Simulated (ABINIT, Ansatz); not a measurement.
## Converging GW for K2PdC2 (P-3m1) in ABINIT

What does each rung of G0W0 on K2PdC2 (P-3m1) cost, and what does it buy?

Main program and level: ABINIT 10.8.3; PBEsol and many-body steps on it, plane waves.

Report form: the programs' logs are mostly left out.

In doubt: a PseudoDojo file used here is known to give poor structures and forces, which bears on pressures, cells, forces and phonons.

## Step 1: Set-up

It takes space group P-3m1 (No. 164, trigonal). Conventional cell: a = 5.118 Å, b = 5.118 Å, c = 5.258 Å, α = 90.00°, β = 90.00°, γ = 120.00°. Nearest to K lie 6 C at 3.00 to 3.45 Å and 3 Pd at 3.30 Å. Nearest to Pd lie 4 C at 2.00 to 3.26 Å and 6 K at 3.30 Å. C has 1 C at 1.26 Å and 2 Pd at 2.00 to 3.26 Å and 6 K at 3.00 to 3.45 Å nearest. Farther neighbours are not listed.

The cell and positions are those that the Materials Project relaxed with its own functionals (PBE, PBE+U or r2SCAN), kept fixed.

## Step 2: Empty states on the mesh, 3×3×2 mesh, 235 bands

This step: ABINIT 10.8.3; DFT, PBEsol, plane waves, norm-conserving pseudopotentials.

The sums over transitions need many empty states on a uniform mesh; this step solves for them.

run.abi reads:

```
acell 3*1.0 Angstrom
rprim 
  5.118184061448 -0.000000000011 0.000000000000
  -2.559092030714 4.432477418464 0.000000000000
  0.000000000000 0.000000000000 5.258137180000
ntypat 3
znucl 19 46 6
natom 5
typat 1 1 2 3 3
xred 
  0.666666666667 0.333333333333 0.720198210000
  0.333333333333 0.666666666667 0.279801790000
  0.000000000000 0.000000000000 0.000000000000
  0.000000000000 0.000000000000 0.620196780000
  0.000000000000 0.000000000000 0.379803220000
pp_dirpath "pseudos"
pseudos "K.upf, Pd.upf, C.upf"
ecut 37
ngkpt 3 3 2
nshiftk 1
shiftk 0 0 0
kptopt 1
chksymbreak 0
iscf -2
irdden 1
istwfk *1
nband 235
nbdbuf 20
tolwfr 1e-09
nstep 60
prtvol 0
indata_prefix "in"
outdata_prefix "out"
tmpdata_prefix "tmp"
```

Command:

```
$ OMP_NUM_THREADS=1 mpirun -n 4 abinit run.abi > log
```

The job ended after 5.9 min (4 MPI ranks of Intel Xeon Platinum 8223CL at 3.00GHz (Skylake/Cascade Lake), shared host; peak memory 0.61 GiB; 23 min of CPU time).

This step gave:

| Quantity | Value |
| --- | --- |
| gap | 1.694 eV |
| k of the valence top | 0, 0, 0.5 |
| k of the conduction bottom | 0.3333, 0, 0.5 |
| least direct gap | 1.714 eV |
| k points computed | 6 |
| lowest point of the top converged band, above the valence top | 71.1216 eV |

On this mesh the gap is 1.694 eV.

The density comes from a self-consistent run that is not shown.

## Step 3: Screening, 3×3×2 mesh, 46 bands, screening to 62.6 eV

The RPA dielectric matrix is built and inverted for each q.

This step: RPA screening on PBEsol, plane waves, norm-conserving pseudopotentials.

Edit run.abi of step 2 so:

```diff
@@ -23,10 +23,11 @@
 chksymbreak 0
-iscf -2
-irdden 1
 istwfk *1
-nband 235
-nbdbuf 20
-tolwfr 1e-09
-nstep 60
-prtvol 0
+occopt 1
+irdwfk 1
+optdriver 3
+nband 46
+ecuteps 2.3
+inclvkb 2
+awtr 1
+symchi 1
 indata_prefix "in"
```

Elapsed: 20 s, on 4 MPI ranks; peak memory 0.93 GiB; 78 s of CPU time.

Numbers from this step:

| Item | Value |
| --- | --- |
| ε∞ with local fields, on this mesh, along the program's q direction | 10.41 |
| the same without local fields | 12.41 |
| plasma frequency | 22.55 eV |
| plane waves in the screening matrix | 145 |

Local fields lower ε∞ by 16 %. On a Γ-centred mesh this coarse the value itself is usually too large, while a short band sum pulls it down.

## Step 4: 46 bands, 62.6 eV

The self-energy is evaluated for the states that the input lists, and the levels follow from it, in one-shot runs by the linearised quasiparticle equation.

This step: G0W0 on PBEsol, plane waves, norm-conserving pseudopotentials.

Edit run.abi of step 3 so:

```diff
@@ -26,8 +26,19 @@
 irdwfk 1
-optdriver 3
+optdriver 4
 nband 46
+gwcalctyp 0
+ecutsigx 37
+symsigma 1
+nkptgw 3
+kptgw 
+  0.0000000000 0.0000000000 0.5000000000
+  0.3333333333 0.0000000000 0.5000000000
+  0.0000000000 0.0000000000 0.0000000000
+bdgw 
+  21 24
+  21 24
+  21 24
 ecuteps 2.3
-inclvkb 2
-awtr 1
-symchi 1
+irdscr 1
+ppmodel 1
 indata_prefix "in"
```

The job ended after 11 s (4 MPI ranks; peak memory 0.81 GiB).

Numbers from this step:

```yaml
g0w0_gap_on_the_points_computed: 2.689 eV
starting_gap_on_the_mesh: 1.694 eV
k_of_the_valence_top: 0, 0, 0.5
k_of_the_conduction_bottom: 0.3333, 0, 0.5
z_at_the_valence_top: 0.74
z_at_the_conduction_bottom: 0.806
least_direct_g0w0_gap_on_the_computed_points: 2.713 eV
```

The gap on the mesh goes from 1.69 eV to 2.69 eV, a correction of +1.00 eV.

## Step 5: Screening, 3×3×2 mesh, 101 bands, screening to 114.3 eV

This step: RPA screening on PBEsol, plane waves, norm-conserving pseudopotentials.

Edit run.abi of step 4 so:

```diff
@@ -26,19 +26,8 @@
 irdwfk 1
-optdriver 4
-nband 46
-gwcalctyp 0
-ecutsigx 37
-symsigma 1
-nkptgw 3
-kptgw 
-  0.0000000000 0.0000000000 0.5000000000
-  0.3333333333 0.0000000000 0.5000000000
-  0.0000000000 0.0000000000 0.0000000000
-bdgw 
-  21 24
-  21 24
-  21 24
-ecuteps 2.3
-irdscr 1
-ppmodel 1
+optdriver 3
+nband 101
+ecuteps 4.2
+inclvkb 2
+awtr 1
+symchi 1
 indata_prefix "in"
```

It took 85 s on 4 MPI ranks; peak memory 1.3 GiB; 5.6 min of CPU time.

Numbers from this step:

- ε∞ with local fields, on this mesh, along the program's q direction: 10.52
- the same without local fields: 12.55
- plasma frequency: 22.55 eV
- plane waves in the screening matrix: 339

## Step 6: 101 bands, 114.3 eV

This step: G0W0 on PBEsol, plane waves, norm-conserving pseudopotentials.

Edit run.abi of step 5 so:

```diff
@@ -26,8 +26,19 @@
 irdwfk 1
-optdriver 3
+optdriver 4
 nband 101
+gwcalctyp 0
+ecutsigx 37
+symsigma 1
+nkptgw 3
+kptgw 
+  0.0000000000 0.0000000000 0.5000000000
+  0.3333333333 0.0000000000 0.5000000000
+  0.0000000000 0.0000000000 0.0000000000
+bdgw 
+  21 24
+  21 24
+  21 24
 ecuteps 4.2
-inclvkb 2
-awtr 1
-symchi 1
+irdscr 1
+ppmodel 1
 indata_prefix "in"
```

The job ended after 31 s (4 MPI ranks; peak memory 1.1 GiB; 2 min of CPU time).

Numbers from this step:

| Property | Result |
| --- | --- |
| G0W0 gap on the points computed | 2.431 eV |
| starting gap on the mesh | 1.694 eV |
| k of the valence top | 0, 0, 0.5 |
| k of the conduction bottom | 0.3333, 0, 0.5 |
| Z at the valence top | 0.754 |
| Z at the conduction bottom | 0.804 |
| least direct G0W0 gap on the computed points | 2.458 eV |

Against G0W0 in ABINIT (3×3×2 mesh, 46 bands, screening to 62.6 eV, Godby-Needs plasmon pole), the gap moves by −0.258 eV.

## Step 7: Screening, 3×3×2 mesh, 215 bands, screening to 176.9 eV

This step: RPA screening on PBEsol, plane waves, norm-conserving pseudopotentials.

Edit run.abi of step 6 so:

```diff
@@ -26,19 +26,8 @@
 irdwfk 1
-optdriver 4
-nband 101
-gwcalctyp 0
-ecutsigx 37
-symsigma 1
-nkptgw 3
-kptgw 
-  0.0000000000 0.0000000000 0.5000000000
-  0.3333333333 0.0000000000 0.5000000000
-  0.0000000000 0.0000000000 0.0000000000
-bdgw 
-  21 24
-  21 24
-  21 24
-ecuteps 4.2
-irdscr 1
-ppmodel 1
+optdriver 3
+nband 215
+ecuteps 6.5
+inclvkb 2
+awtr 1
+symchi 1
 indata_prefix "in"
```

It took 4.2 min on 4 MPI ranks; peak memory 2.1 GiB; 17 min of CPU time.

This step gave:

```
ε∞ with local fields, on this mesh, along the program's q direction : 10.53
the same without local fields                                       : 12.58
plasma frequency                                                    : 22.55 eV
plane waves in the screening matrix                                 : 635
```

## Step 8: 215 bands, 176.9 eV

This step: G0W0 on PBEsol, plane waves, norm-conserving pseudopotentials.

Edit run.abi of step 7 so:

```diff
@@ -26,8 +26,19 @@
 irdwfk 1
-optdriver 3
+optdriver 4
 nband 215
+gwcalctyp 0
+ecutsigx 37
+symsigma 1
+nkptgw 3
+kptgw 
+  0.0000000000 0.0000000000 0.5000000000
+  0.3333333333 0.0000000000 0.5000000000
+  0.0000000000 0.0000000000 0.0000000000
+bdgw 
+  21 24
+  21 24
+  21 24
 ecuteps 6.5
-inclvkb 2
-awtr 1
-symchi 1
+irdscr 1
+ppmodel 1
 indata_prefix "in"
```

Run time: 1.9 min. Hardware: 4 MPI ranks; peak memory 2.2 GiB; 7.6 min of CPU time.

Numbers from this step:

```yaml
g0w0_gap_on_the_points_computed: 2.462 eV
starting_gap_on_the_mesh: 1.694 eV
k_of_the_valence_top: 0, 0, 0.5
k_of_the_conduction_bottom: 0.3333, 0, 0.5
least_direct_g0w0_gap_on_the_computed_points: 2.488 eV
```

Against G0W0 in ABINIT (3×3×2 mesh, 101 bands, screening to 114.3 eV, Godby-Needs plasmon pole), the gap moves by +0.031 eV.

## Step 9: Side by side

Times are wall times on 4 MPI ranks of Intel Xeon Platinum 8223CL at 3.00GHz (Skylake/Cascade Lake), shared host, good to a factor of about two. A run's time includes the screening step that it read.

```tsv
run	mesh	bands	screening cutoff (eV)	DFT gap (eV)	gap on the mesh (eV)	direct (eV)	ε∞ used	time
46 bands, 62.6 eV	3×3×2	46	62.6	1.694	2.689	2.713	10.41	31 s
101 bands, 114.3 eV	3×3×2	101	114.3	1.694	2.431	2.458	10.52	1.9 min
215 bands, 176.9 eV	3×3×2	215	176.9	1.694	2.462	2.488	10.53	6.1 min
```

## Step 10: Summary of results

* 46 bands, 62.6 eV: 2.689 eV
* 101 bands, 114.3 eV: 2.431 eV
* 215 bands, 176.9 eV: 2.462 eV
* known limits: not at the basis limit; no spin polarisation; d states lean on the start; no spin-orbit coupling; coarse k mesh

From the first rung to the last the gap moves by −0.23 eV for 12 times the time. The gap turns back along the series, so no limit is drawn from it. In the G0W0 runs levels were corrected at 3 k points alone, so a gap called «on the mesh» is the least over those, and an edge elsewhere would be missed. A denser mesh or path gives a starting gap of 1.36 eV: the GW mesh misses a band edge, so its gaps are not the fundamental one. The 3×3×2 mesh is coarse for this cell, which bears on the long-range parts of exchange and screening. The runs have no spin polarisation. For a closed low-spin shell that is the natural state; where a d or f shell is open it is a constraint, and the gap is then not the crystal's own. With d states at the gap, one-shot GW leans hard on its start. The many-body steps are scalar-relativistic: spin-orbit coupling is not in them.

[Paths, hosts, dates, memory and timing lines, banners, echoed tables and standing remarks are left out of the program output.]

[Logs are printed without paths, hosts, clocks, repeated set-up lines and the standing remarks that a program may print on its own settings, such as how far it seeks lower states.]

[Runs of the session that timed out or met a known fault of the program may be left out.]

[Hosts, paths, dates, database ids (printed as entryN), source tags and the programs' standing remarks are cut or masked in the printed files.]

[G0W0 gaps are taken among the corrected bands and points alone; a level outside them can change the order at an edge.]

[Where Ansatz stands beside ABINIT at settings called matched, ABINIT's density can come from a denser mesh and the files from another edition; pairs whose starting gaps differed by over 0.03 eV were left out, so agreement reads better than it is.]
